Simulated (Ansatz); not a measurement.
Records of electronic-structure calculations. Some values are withheld and marked by numbers in brackets.

```cif
data_scf3
_symmetry_space_group_name_H-M 'Pm-3m'
_symmetry_Int_Tables_number 221
_cell_length_a 4.0125
_cell_length_b 4.0125
_cell_length_c 4.0125
_cell_angle_alpha 90.000
_cell_angle_beta 90.000
_cell_angle_gamma 90.000
_cell_volume 64.60
loop_
_atom_site_label
_atom_site_type_symbol
_atom_site_symmetry_multiplicity
_atom_site_Wyckoff_symbol
_atom_site_fract_x
_atom_site_fract_y
_atom_site_fract_z
_atom_site_occupancy
Sc1 Sc 1 a 0.00000 0.00000 0.00000 1
F1 F 3 d 0.50000 0.00000 0.00000 1
_calc_subject 'A low-energy model for ScF3 (Pm-3m): bands, U and J'
_calc_method 'DFT, LDA, plane waves, PAW (and 1 further level or step)'
_calc_program 'Ansatz 0.2.0'
_calc_settings_of_one_run 'cutoff 420 eV, 6×6×6 k-mesh, smearing width 0.08 eV, default PAW, coordination {"Sc": "octahedral"}, magnetic state non-magnetic by constraint'
_calc_cost '3 runs, 88 s in all on 4 threads of Arm Neoverse V2, shared host (the runs of this entry)'
_calc_notes 'The cell and positions come from the Crystallography Open Database and are kept as given unless a step says otherwise.'
_calc_sc_t2g 'U 7.07 eV, U′ 6.13 eV, J 0.47 eV, bare V 15.9 eV'
_calc_sc_t2g_anion_p '[1]'
_calc_method 'constrained RPA on non-magnetic LDA, 4×4×4 mesh, static; search for lower states off'
```

Q: Give the missing entries.

[1] Sc t2g + anion p (ScF3): U 9.06 eV, U′ 8.04 eV, J 0.52 eV, bare V 16.7 eV. With the window Sc t2g + anion p U becomes 9.06 eV and the bare V 16.67 eV, so U/V goes from 0.44 to 0.54.

[Paths, hosts, dates, memory and timing lines, banners, echoed tables and standing remarks are left out of the program output.]

[Logs are printed without paths, hosts, clocks, repeated set-up lines and the standing remarks that a program may print on its own settings, such as how far it seeks lower states.]

[Runs of the session that timed out or met a known fault of the program may be left out.]

[Hosts, paths, dates, database ids (printed as entryN), source tags and the programs' standing remarks are cut or masked in the printed files.]
